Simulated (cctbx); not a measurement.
## Reading a Patterson map

Space group Fm-3m (no. 225), a = 11.0770 Å, b = 11.0770 Å, c = 11.0770 Å, α = 90.00°, β = 90.00°, γ = 90.00°, content I24 Sn4 Ag8.

Simulated single-crystal data (cctbx): Mo Kα, λ = 0.71073 Å, to d = 0.77 Å, 80 % of the full sphere, strongest reflection 40000 counts, noise from counting, a 1.5 % proportional error and a noise floor of 2 counts (s.d.); no absorption.

Patterson synthesis from sharpened amplitudes, origin scaled to 1000:

```text
Patterson group F m -3 m
      u       v       w   height  length (A)
  0.000   0.000   0.000   1000.0     0.00
  0.000   0.250   0.250    813.2     3.92
  0.000   0.000   0.500    741.9     5.54
  0.000   0.000   0.237    195.4     2.63
  0.250   0.250   0.250    157.6     4.80
  0.000   0.072   0.072     55.3     1.13
  0.000   0.178   0.322     50.5     4.07
  0.071   0.176   0.250     46.1     3.48
  0.000   0.073   0.427     44.4     4.80
  0.000   0.176   0.176     42.9     2.76
  0.043   0.043   0.149     39.3     1.79
  0.149   0.207   0.293     34.6     4.30
  0.043   0.102   0.293     34.2     3.46
  0.042   0.101   0.208     33.5     2.61
```

Q: Assign the vectors.

A peak at u stands for all pairs with xi − xj = u, with weight Σ ZiZj against Σ Z² = 95088 at the origin. Peak heights follow these weights only roughly, since form factors, motion and series ripples differ, all vectors within 0.55 Å of a peak are counted as merged into it though the farther ones add only part of their weight, and F(000) is left out, which lowers the whole map:

| u | v | w | shortest length (Å) | height | 1000 ΣZiZj/ΣZ² | pairs in the cell |
| --- | --- | --- | --- | --- | --- | --- |
| 0.000 | 0.250 | 0.250 | 3.92 | 813 | 892 | 16 × I–I, 16 × I–Ag |
| 0.000 | 0.000 | 0.500 | 5.54 | 742 | 895 | 24 × I–I, 8 × Ag–Ag |
| 0.000 | 0.000 | 0.237 | 2.63 | 195 | 223 | 8 × I–Sn |
| 0.250 | 0.250 | 0.250 | 4.80 | 158 | 198 | 8 × Sn–Ag |
| 0.000 | 0.072 | 0.072 | 1.13 | 55 | 0 | none within 0.55 Å |
| 0.000 | 0.178 | 0.322 | 4.08 | 50 | 0 | none within 0.55 Å |
| 0.071 | 0.176 | 0.250 | 3.48 | 46 | 0 | none within 0.55 Å |

The table stops at ten peaks or at a height of 45, below which ripples compete. In the model behind the data I, the heaviest element, has 1 independent site: (0, 0, 0.7582), up to an allowed shift of origin; the I–I vectors are differences of these positions and their symmetry mates. Elements of similar Z can't be told apart from the map alone. The whole model:

| atom | mult. | x | y | z | Ueq (Å²) |
| --- | --- | --- | --- | --- | --- |
| I1 | 24 | 0 | 0 | 0.7582 | 0.0109 |
| Sn1 | 4 | 0 | 0 | 0 | 0.0094 |
| Ag1 | 8 | 1/4 | 1/4 | 3/4 | 0.0097 |

This is a model crystal, built by substitution and not relaxed, with assumed displacement parameters.

[Logs are printed without paths, hosts, clocks, repeated set-up lines and the standing remarks that a program may print on its own settings, such as how far it seeks lower states.]
